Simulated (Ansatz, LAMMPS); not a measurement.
**Forces and charges in liquid (Cs,Rb)Br at 1020 K (90 atoms)**

Aim: energy, forces, charges and density of states of liquid (Cs,Rb)Br at 1020 K (90 atoms) at a fixed geometry.

Method: Kohn-Sham DFT, PBE, PAW (set soft_2), plane waves, in Ansatz 0.2.0.

**1. Starting point**

The cell holds 90 atoms: 19 Cs, 26 Rb and 45 Br. Its edges and angles: a = 16.660 Å, b = 16.660 Å, c = 16.660 Å, α = 90.0°, β = 90.0°, γ = 90.0°. 90 atoms (19 Cs, 26 Rb, 45 Br) placed at random at 3 g/cm³, melted at 1800 K for 10 ps at fixed volume with the Lennard-Jones and Coulomb ion parameters for SPC/E (Joung and Cheatham, J. Phys. Chem. B 112, 9020 (2008)), full charges. Snapshot at the end of a hold of 20 ps at 1020 K and fixed volume.

Before any run, some limits are plain. The network of bonds at the start is that of the classical potential that made the cell, and needn't be the one that DFT or experiment would give. The ion parameters were fitted for water, not for melts, so the starting structure of this cell may lie well off the real melt's. Sampling is at Γ alone, for a cell whose shortest periodic width is 17 Å. No spin–orbit coupling is included, so levels derived from the heavy atoms are approximate.

**2. How the cell was made**

A classical potential supplies the starting structure, since it reaches far longer times than DFT.

This step: classical MD, Lennard-Jones and Coulomb ion parameters for SPC/E (Joung and Cheatham, J. Phys. Chem. B 112, 9020 (2008)), full charges (LAMMPS 22 Jul 2025 - Update 4).

File in.lmp:

```
# melt-quench of Cs19Rb26Br45
units metal
atom_style charge
boundary p p p
region box block 0 16.6601 0 16.6601 0 16.6601
create_box 3 box
mass 1 132.9055   # Cs
mass 2 85.4678   # Rb
mass 3 79.9040   # Br
create_atoms 1 random 19 572181 NULL overlap 2.2 maxtry 2000
create_atoms 2 random 26 572188 NULL overlap 2.2 maxtry 2000
create_atoms 3 random 45 572195 NULL overlap 2.2 maxtry 2000
pair_style lj/cut/coul/long 9.0
pair_modify mix arithmetic tail yes
pair_coeff 1 1 0.003897 3.6010   # Cs
pair_coeff 2 2 0.019302 3.0950   # Rb
pair_coeff 3 3 0.001169 4.9017   # Br
set type 1 charge 1
set type 2 charge 1
set type 3 charge -1
kspace_style pppm 1.0e-4
neigh_modify delay 0 every 1 check yes
thermo_style custom step time temp pe press density
thermo_modify norm yes
timestep 0.002
thermo 100
min_style cg
minimize 1e-4 1e-4 200 2000
reset_timestep 0
velocity all create 1800 572182 mom yes dist gaussian
fix lim all nve/limit 0.05
fix lan all langevin 1800 1800 0.2 572183 zero yes
thermo 500
run 1000 post no
# [... 10 lines left out ...]
compute msd all msd com yes
thermo 2500
fix md all nvt temp 1020 1020 0.2
run 10000 post no
print "== T1020: mean square displacement over the hold $(c_msd[4]:%.2f) A^2"
unfix md
uncompute msd
write_dump all custom T1020.dump id type xs ys zs modify sort id
```

On the command line:

```bash
> lmp -in in.lmp -log none -nocite
```

Numbers of over 12 decimals in the logs are rounded to 6 here.

Output:

```text
LAMMPS (22 Jul 2025 - Update 4)
Created orthogonal box = (0 0 0) to (16.6601 16.6601 16.6601)
Created 19 atoms
Created 26 atoms
Created 45 atoms
PPPM initialization ...
  G vector (1/distance) = 0.31385092
  grid = 12 12 12
  estimated relative force accuracy = 4.5059124e-05
   Step          Time           Temp          PotEng         Press         Density
         0   0              0              4.1602055      636836.73      2.9959941
        89   0.178          0             -3.2834963     -1452.8773      2.9959941
Loop time of 0.0307964 s on 1 MPI rank(s) for 89 steps with 90 atoms
Minimization stats:
  Stopping criterion = energy tolerance
  Energy initial, next-to-last, final =
      4.16020549413246  -3.28323944428395  -3.28349626578955
  Force two-norm initial, final = 814.09905 0.33918479
  Iterations, force evaluations = 89 95
   Step          Time           Temp          PotEng         Press         Density
[... 8 lines left out ...]
      3332   6.664          1671.6415     -3.051278       7457.8366      2.9959941
      4165   8.33           1588.447      -3.1154297      8843.0004      2.9959941
      4998   9.996          1639.3045     -3.0677861      5469.1502      2.9959941
      5831   11.662         1810.1606     -3.0672209      11679.557      2.9959941
[... 1 line left out ...]
Loop time of 0.907668 s on 1 MPI rank(s) for 5000 steps with 90 atoms
   Step          Time           Temp          PotEng         Press         Density
[... 5 lines left out ...]
Loop time of 0.453063 s on 1 MPI rank(s) for 2500 steps with 90 atoms
   Step          Time           Temp          PotEng         Press         Density
[... 2 lines left out ...]
     12500   25             1081.133      -3.1700511      1859.3193      2.9959941
     15000   30             1007.4498     -3.1528514      1438.1097      2.9959941
     17500   35             1042.6243     -3.1748956      2825.7226      2.9959941
     18500   37             1061.3683     -3.199605      -1388.2518      2.9959941
Loop time of 1.80104 s on 1 MPI rank(s) for 10000 steps with 90 atoms
== T1020: mean square displacement over the hold 19.00 A^2
```

It took 3.6 s on 1 thread of Intel Xeon 6975P-C (Granite Rapids), shared host; peak memory 0.073 GiB.

**3. Plane-wave single point**

One self-consistent run at the given positions yields energy and forces.

File input.yaml:

```yaml
crystal:
  lattice:
    - [16.6601, 0.0, 0.0]
    - [0.0, 16.6601, 0.0]
    - [0.0, 0.0, 16.6601]
  atoms:
    - { symbol: Cs, position: [0.67173, 0.166, 0.20538] }
    - { symbol: Cs, position: [0.70755, 0.16697, 0.55901] }
    - { symbol: Cs, position: [0.91254, 0.81938, 0.57549] }
    - { symbol: Cs, position: [0.69211, 0.96091, 0.73147] }
    - { symbol: Cs, position: [0.76116, 0.90041, 0.22906] }
    - { symbol: Cs, position: [0.25989, 0.795, 0.40818] }
    - { symbol: Cs, position: [0.92479, 0.15992, 0.71034] }
    - { symbol: Cs, position: [0.20525, 0.89792, 0.06101] }
    - { symbol: Cs, position: [0.1663, 0.51531, 0.31077] }
    - { symbol: Cs, position: [0.75776, 0.70345, 0.80267] }
    - { symbol: Cs, position: [0.09825, 0.35321, 0.54827] }
    - { symbol: Cs, position: [0.57332, 0.60782, 0.56542] }
    - { symbol: Cs, position: [0.90536, 0.49334, 0.73103] }
    - { symbol: Cs, position: [0.29005, 0.55532, 0.08999] }
    - { symbol: Cs, position: [0.81592, 0.38132, 0.36748] }
    - { symbol: Cs, position: [0.22332, 0.08191, 0.55528] }
    - { symbol: Cs, position: [0.5434, 0.42852, 0.21278] }
    - { symbol: Cs, position: [0.99779, 0.10795, 0.11918] }
    - { symbol: Cs, position: [0.53451, 0.09682, 0.93942] }
    - { symbol: Rb, position: [0.21904, 0.68603, 0.62984] }
    - { symbol: Rb, position: [0.29529, 0.35458, 0.69319] }
    - { symbol: Rb, position: [0.3821, 0.91247, 0.89521] }
    - { symbol: Rb, position: [0.96454, 0.16326, 0.40047] }
    - { symbol: Rb, position: [0.98627, 0.70475, 0.11456] }
    - { symbol: Rb, position: [0.24468, 0.14768, 0.88394] }
    - { symbol: Rb, position: [0.11138, 0.35182, 0.89871] }
    - { symbol: Rb, position: [0.07835, 0.92442, 0.78852] }
    - { symbol: Rb, position: [0.43634, 0.00087, 0.2195] }
    - { symbol: Rb, position: [0.59356, 0.72351, 0.00069] }
    - { symbol: Rb, position: [0.95578, 0.3809, 0.14007] }
    - { symbol: Rb, position: [0.39818, 0.89927, 0.64279] }
    - { symbol: Rb, position: [0.00177, 0.90003, 0.37859] }
    - { symbol: Rb, position: [0.8584, 0.90761, 0.98959] }
    - { symbol: Rb, position: [0.13889, 0.62428, 0.88984] }
    - { symbol: Rb, position: [0.46364, 0.3697, 0.96859] }
    - { symbol: Rb, position: [0.76988, 0.47204, 0.99611] }
    - { symbol: Rb, position: [0.38873, 0.58155, 0.7033] }
    - { symbol: Rb, position: [0.45719, 0.1497, 0.45476] }
    - { symbol: Rb, position: [0.79002, 0.20484, 0.95305] }
    - { symbol: Rb, position: [0.43327, 0.69203, 0.23783] }
    - { symbol: Rb, position: [0.68416, 0.35639, 0.68669] }
    - { symbol: Rb, position: [0.2424, 0.22029, 0.22912] }
    - { symbol: Rb, position: [0.68307, 0.88159, 0.45663] }
    - { symbol: Rb, position: [0.39016, 0.41804, 0.40905] }
    - { symbol: Rb, position: [0.72954, 0.6284, 0.30493] }
    - { symbol: Br, position: [0.3893, 0.73036, 0.52531] }
    - { symbol: Br, position: [0.49936, 0.42663, 0.62965] }
    - { symbol: Br, position: [0.80772, 0.71342, 0.00916] }
    - { symbol: Br, position: [0.09096, 0.55705, 0.7269] }
    - { symbol: Br, position: [0.7991, 0.4886, 0.2016] }
    - { symbol: Br, position: [0.54195, 0.54841, 0.36746] }
    - { symbol: Br, position: [0.73986, 0.02978, 0.36009] }
    - { symbol: Br, position: [0.92038, 0.38598, 0.91574] }
    - { symbol: Br, position: [0.6404, 0.32382, 0.04464] }
    - { symbol: Br, position: [0.7214, 0.04306, 0.02719] }
    - { symbol: Br, position: [0.12579, 0.26809, 0.07963] }
    - { symbol: Br, position: [0.27484, 0.25386, 0.46908] }
    - { symbol: Br, position: [0.37328, 0.82041, 0.10681] }
    - { symbol: Br, position: [0.02804, 0.37753, 0.32506] }
    - { symbol: Br, position: [0.52543, 0.55107, 0.08201] }
    - { symbol: Br, position: [0.25495, 0.99036, 0.75426] }
    - { symbol: Br, position: [0.09747, 0.06566, 0.29993] }
    - { symbol: Br, position: [0.32208, 0.40804, 0.21393] }
    - { symbol: Br, position: [0.16646, 0.22816, 0.73291] }
    - { symbol: Br, position: [0.01118, 0.0439, 0.56068] }
    - { symbol: Br, position: [0.46194, 0.18406, 0.21962] }
    - { symbol: Br, position: [0.7006, 0.51468, 0.81364] }
    - { symbol: Br, position: [0.35282, 0.98122, 0.42441] }
    - { symbol: Br, position: [0.22945, 0.68227, 0.24206] }
    - { symbol: Br, position: [0.7271, 0.1699, 0.74914] }
    - { symbol: Br, position: [0.69513, 0.75477, 0.61321] }
    - { symbol: Br, position: [0.10048, 0.53986, 0.06431] }
    - { symbol: Br, position: [0.29909, 0.48212, 0.8822] }
    - { symbol: Br, position: [0.04216, 0.83024, 0.96999] }
    - { symbol: Br, position: [0.86412, 0.23223, 0.24127] }
    - { symbol: Br, position: [0.60881, 0.26407, 0.41936] }
    - { symbol: Br, position: [0.31576, 0.74759, 0.77018] }
    - { symbol: Br, position: [0.24973, 0.50542, 0.5448] }
    - { symbol: Br, position: [0.89418, 0.85913, 0.7762] }
    - { symbol: Br, position: [0.58787, 0.8681, 0.85708] }
    - { symbol: Br, position: [0.90041, 0.32093, 0.59176] }
    - { symbol: Br, position: [0.34092, 0.03859, 0.03345] }
    - { symbol: Br, position: [0.96192, 0.89922, 0.16247] }
    - { symbol: Br, position: [0.57748, 0.01214, 0.58965] }
    - { symbol: Br, position: [0.5979, 0.7941, 0.26935] }
    - { symbol: Br, position: [0.79287, 0.50698, 0.50888] }
    - { symbol: Br, position: [0.98071, 0.12653, 0.91427] }
    - { symbol: Br, position: [0.11822, 0.83134, 0.52461] }
    - { symbol: Br, position: [0.41382, 0.227, 0.8372] }
    - { symbol: Br, position: [0.85032, 0.7777, 0.3928] }
kpoints:
  mp_grid: { grid: [1, 1, 1] }
hamiltonian:
  xc: pbe
scf:
  occupations: { method: fixed }
output:
  forces: true
  stress: true
  populations: true
  dos:
    method: { smearing: { sigma: 0.15 } }
    de: 0.1
    projected: { site_lists: { Br: [Br], Cs: [Cs], Rb: [Rb] } }
  eigenvalues: true
  write_density: true
  write_potential: true
  volumetric_format: npy
```

On the command line:

```bash
> ansatz run input.yaml --threads 8 --pin off --max-ram 15872MiB --backend cpu --events-out ev --progress --plain --runs-dir out
```

Output:

```text
Engine: ansatz 0.2.0, x86_64-unknown-linux-gnu
Pseudopotentials: kind: paw
Pseudopotential: Cs, paw, valence charge 9, recommended cutoff 420 eV (normal), Cs.paw.azcp
Pseudopotential: Rb, paw, valence charge 9, recommended cutoff 420 eV (normal), Rb.paw.azcp
Pseudopotential: Br, paw, valence charge 7, recommended cutoff 420 eV (normal), Br.paw.azcp
Functional definition: PBE
  parameter kappa = 0.804
  parameter beta = 0.066725
  exchange = pbe_x(kappa = kappa, mu = beta*pi^2/3)
  correlation = pbe_c(beta = beta)
Crystal: 90 atoms, lattice volume = 4624.160 Å³
Basis set: ecut = 420 eV, 90447 PW (Γ), exchange–correlation on 240×240×240 points (8 copies of the dense FFT grid, shifted against one another)
Bands: 450, of which v1, the nominal top of the filled ones, is band 360 counted from 1 (359 counted from 0)
Symmetry: 1 space group operations
Space group: P1 (ITA 1), of the structure as read, at distance tolerance 1.7e-4 Å
k-points: 1
Non-local potential: Cs, projectors of the file, l = 0: 3, l = 1: 2, l = 2: 2, l = 3: 2
Non-local potential: Rb, projectors of the file, l = 0: 3, l = 1: 2, l = 2: 2
Non-local potential: Br, projectors of the file, l = 0: 2, l = 1: 2, l = 2: 2
PAW form: soft (Blöchl's): semilocal exchange-correlation on the pseudo side does not see the compensation charge
PAW one-centre angular grid: Cs, 194 points (default); XC on 64 Gauss nodes
PAW one-centre angular grid: Rb, 110 points (default); XC on 64 Gauss nodes
PAW one-centre angular grid: Br, 110 points (default); XC on 64 Gauss nodes
Initial density: superposition of atomic densities (neutral atoms: chi_scale 0, normalization atom), corrected by the library's trained network
Initial wavefunctions: pseudopotential atomic-orbital guess
Functional: x = pbe(κ = 0.804, μ = 0.219515), c = pbe(β = 0.066725)
SCF iter   1: F=—  HF=-318083.796966 eV  |F-HF|=—  |Δ(HF+E_count)|=         —  Δρ=6.55e-4  dr2=9.21e-2  ethr=1.77e-3  ⟨swp⟩=6.0  Hψ=1432  notcnv=0  defer=85
preconditioner: auto → Resta (q_TF=auto, 2.001 Å⁻¹)  ε∞=2.4  [insulator: Δε(μ)=2.826 eV  Ē_g=11.428 eV  n_scr=618 (ndim 8)  ℏωp=13.7 eV  f_vac=0.197  ε∞_Penn≈2.4]
SCF iter   2: F=—  HF=-318083.760653 eV  |F-HF|=—  |Δ(HF+E_count)|=   3.63e-2  Δρ=3.21e-4  dr2=2.14e-2  ethr=1.28e-5  ⟨swp⟩=5.0  Hψ=1172  notcnv=0  defer=88
SCF iter   3: F=—  HF=-318083.757696 eV  |F-HF|=—  |Δ(HF+E_count)|=   2.96e-3  Δρ=1.33e-4  dr2=2.69e-3  ethr=2.97e-6  ⟨swp⟩=3.0  Hψ=642  notcnv=0  defer=88
SCF iter   4: F=—  HF=-318083.757604 eV  |F-HF|=—  |Δ(HF+E_count)|=   9.19e-5  Δρ=4.35e-5  dr2=1.95e-4  ethr=3.74e-7  ⟨swp⟩=2.0  Hψ=677  notcnv=0  defer=88
SCF iter   5: F=—  HF=-318083.757694 eV  |F-HF|=—  |Δ(HF+E_count)|=   8.95e-5  Δρ=1.28e-5  dr2=1.50e-5  ethr=2.70e-8  ⟨swp⟩=2.0  Hψ=682  notcnv=0  defer=88
SCF iter   6: F=—  HF=-318083.757956 eV  |F-HF|=—  |Δ(HF+E_count)|=   2.62e-4  Δρ=3.07e-6  dr2=8.77e-7  ethr=2.09e-9  ⟨swp⟩=2.0  Hψ=757  notcnv=0  defer=88
SCF iter   7: F=-318083.757956 eV  HF=-318083.757956 eV  |F-HF|=1.65e-8  |Δ(HF+E_count)|=   4.75e-7  Δρ=8.61e-7  dr2=7.43e-8  ethr=1.39e-11  ⟨swp⟩=28.0  Hψ=5499  notcnv=0
SCF 1 converged in 7 iterations: F = -318083.757956 eV  dr2 = 7.43e-8
  greatest PAW one-centre occupation: 0.973 electrons in one spin orbital (limit 2), on the Rb atom at site 19 (counted from 0), in its partial waves of l = 0
WARN: The input density's exchange-correlation potential varies sharply where the density is thin. Do not read a vacuum level from v_tot or v_xc, or from such a field of the output density. On a cell that repeats whose density bears no net charge and no dipole along the vacuum's axis use v_es (v_loc + v_h of the components); [...]
SCF converged after 7 iterations
Free energy (F): -318083.757956 eV
Harris-Foulkes:  -318083.757956 eV  (|F-HF|=1.65e-8)
Internal energy: -318083.757956 eV  (E = F + TS)
E sigma→0 (E₀):  -318083.757956 eV
Fermi energy:    1.479094 eV
--- Per-component energies (eV) ---
  E_band       = -5126.901186
  E_kinetic    = 13764.394769
  E_local      = -36847.721704  (includes V_loc(G=0)·N_el)
  E_nonlocal   = 8233.737918
  E_hartree    = 11139.124489
  E_xc         = -18656.524087
  E_vxc        = -10681.129579  (∫ρ·V_xc dr)
  E_paw        = -265431.814153  (= ΣΔE_a)
  E_vpaw       = -1874.431997  (= ΣTr[D̂ρ^β])
  E_aug_tail   = -0.000056  (compensation charges beyond the density's cutoff)
  E_ewald      = -30284.955132
  E_smearing   = -0.000000  (= −TS)
  E_closure    = 0.000000  (closes the sum)
  Σ components = -318083.757956   (vs F -318083.757956, Δ=0.00e0)
--- Forces (eV/Å), atoms counted from 1 ---
  atom   1  Cs    -0.04035574     0.14871872     0.16333377
  atom   2  Cs     0.21859117    -0.16420798    -0.87241242
  atom   3  Cs     0.04113229    -0.09908377     0.34884123
  atom   4  Cs     0.85680687    -0.07580467     0.02980435
  atom   5  Cs     0.35191149    -0.43858306    -0.77587941
  atom   6  Cs     0.09592669     0.31583266    -0.92867175
  atom   7  Cs     0.52800551    -0.11048520     0.25457823
  atom   8  Cs    -0.68996138     0.02892822     0.41651573
  atom   9  Cs    -0.09671434    -0.31825657     0.28011784
  atom  10  Cs     0.02813907     0.31791451     0.00584725
  atom  11  Cs     0.02151338     0.13553632    -0.15630687
  atom  12  Cs     0.17796683    -0.20951024    -0.36274585
  atom  13  Cs    -0.38947413    -0.18543384    -0.28390070
  atom  14  Cs     0.53941858     0.23534930    -0.42252975
[...]
atom  89  Br     0.12552623     0.13222007    -0.08479739
  atom  90  Br    -0.22192634    -0.07010497    -0.42631449
  max |Σ_I F_I| component: 5.19e-5 eV/Å
--- Stress (GPa, compression-positive) ---
        0.691412       0.096406       0.077676
        0.096406       0.905166      -0.086176
        0.077676      -0.086176       0.651184
  P = ⅓ Tr σ = 0.7493 GPa (7.493 kbar)
--- Band table (eV) ---
  k-point 0: bands = ["-25.2957", "-25.2891", "-25.1864", "-25.0256", [... 434 levels ...], "7.0256", "7.0319", "7.0393", "7.0689", "7.0842", "7.0962", "7.1342", "7.1512", "7.1687", "7.1922", "7.1973", "7.2014"]
--- Löwdin populations: 90 sites ---
  site symbol       q [e]
     0     Cs      8.2353
     1     Cs      8.1949
     2     Cs      8.1909
[...]
89     Br      7.7031
  spilling = 0.004373 (of n_electrons = 720.000000)
```

It took 30 s on 8 threads of Intel Xeon 6975P-C (Granite Rapids), shared host; peak memory 5.8 GiB.

The program notes that the exchange-correlation potential is rough where the density is thin.

The run gave:

| Property | Result |
| --- | --- |
| free energy | -318083.7580 eV |
| free energy per atom | -3534.2640 eV/atom |
| SCF cycles | 7 |
| pressure | 0.7493 GPa |
| r.m.s. force component | 0.3279 eV/Å |
| longest force | 1.466 eV/Å |
| Fermi energy | 1.479 eV |
| gap (highest filled to lowest empty level) | 2.607 eV |
| spilling of the projection | 0.004373 |

Length of the force by element:

```csv
element,coordination,atoms,mean length of the force (eV/Å),spread,least,most
Br,all,45,0.499,0.291,0.0829,1.42
Cs,all,19,0.582,0.336,0.170,1.47
Rb,all,26,0.411,0.201,0.101,0.973
```

Löwdin charges by element (they lack the spilled electrons, 0.035 e an atom on average):

```csv
element,coordination,atoms,mean charge (e),spread,least,most
Br,all,45,-0.702,0.0073,-0.732,-0.690
Cs,all,19,0.790,0.0153,0.765,0.817
Rb,all,26,0.759,0.0134,0.737,0.789
```

Density of states as counts of states in windows of 1 eV (from the Fermi level), total and the larger projections:

```csv
from (eV),to (eV),total,Br p,Cs p,Rb s,Rb p,Br s
-18,-15,0.0,0.0,0.0,0.0,0.0,0.0
-15,-14,0.5,0.0,0.0,0.0,0.0,0.4
-14,-13,75.1,0.0,0.5,2.1,1.0,69.8
-13,-12,13.7,0.0,0.1,0.3,0.2,12.8
-12,-11,3.7,0.0,0.0,0.0,2.9,0.7
-11,-10,132.4,0.9,0.1,0.1,130.2,1.0
-10,-9,20.7,0.2,0.0,0.0,20.3,0.2
-9,-8,10.2,0.1,10.0,0.0,0.0,0.0
-8,-7,98.0,2.2,94.7,0.2,0.1,0.6
-7,-6,5.8,0.2,5.5,0.0,0.0,0.0
-6,-3,0.0,0.0,0.0,0.0,0.0,0.0
-3,-2,19.6,18.1,0.1,0.8,0.1,0.0
-2,-1,221.0,210.3,2.1,3.0,0.9,0.2
-1,0,28.5,27.5,0.3,0.1,0.0,0.0
0,1,0.9,0.9,0.0,0.0,0.0,0.0
1,2,0.0,0.0,0.0,0.0,0.0,0.0
2,3,2.0,0.0,0.0,0.9,0.0,0.3
3,4,18.2,1.1,0.1,7.5,0.1,1.2
4,5,77.3,2.4,0.2,16.8,0.1,1.4
```

With fixed occupations the program's Fermi level is the highest filled level; weight inside the gap is the broadening of levels at its edges.

Between -26 and -18 eV lie 50 more states.

About 41 of the 720 electrons lie in deeper levels, below the stored range.

The levels nearest the highest filled one (over half full), pooled over k-points and spins:

```csv
level less the highest filled one (eV),occupation
-0.736,2
-0.733,2
-0.645,2
-0.232,2
-0.157,2
0,2
2.61,0
3.39,0
3.46,0
3.49,0
3.54,0
3.59,0
```

Valence density in the ac plane at fractional y = 0.160, with atoms of Cs and Rb and Br within 0.2 Å of it. It is the smooth field of the valence electrons, not physical close to the nuclei.

Ten even steps from '0' (0.0 e/Å³) to '9' (1.9 e/Å³), each cell a mean:
```
10000000000000000000001211000000135531000112
52100000135531000000012221000000035531001355
42000000389993000000000110000000000000001345
10000000158851001121100000000000000000000011
00000000001100000111000000000013321000000000
00000011100000000000000000000254353100134421
10000011100000000000000000000245453101352253
00000000000000000000000000000012210001354453
00000000000000000000000000000011100000012210
00000000000000000000000000001354431000000000
00000000011000000000000000002531452000000000
00000000000000000012320000001344421000000000
00000000000000000169994100000000000000000111
51000000000000000159994100000000000000003798
72000000000000000002210000000000000000015989
20000000000000000000000000000000000000001354
00000000000000000000000000000000000000000000
00000000001100000013432000012332000001110000
00000000012210000135454100145335300001110000
10000000000000000024442100135345200000000001
43100000000000000000000000012221000000000123
43100000000000000000000000000000000000000123
10000000000000000000000000000000000000000001
00000000000000000000000000000000001100000000
```
Columns run along a (16.7 Å), rows up along c (16.7 Å). Atoms in or near the plane, at fractional coordinates: Cs at (0.67, 0.21), Cs at (0.71, 0.56), Cs at (0.92, 0.71), Rb at (0.96, 0.40), Rb at (0.46, 0.45), Br at (0.73, 0.75).

(Part 1 of 2 ends here.)

[Logs are printed without paths, hosts, clocks, repeated set-up lines and the standing remarks that a program may print on its own settings, such as how far it seeks lower states.]

[Hosts, paths, dates, database ids (printed as entryN), source tags and the programs' standing remarks are cut or masked in the printed files.]
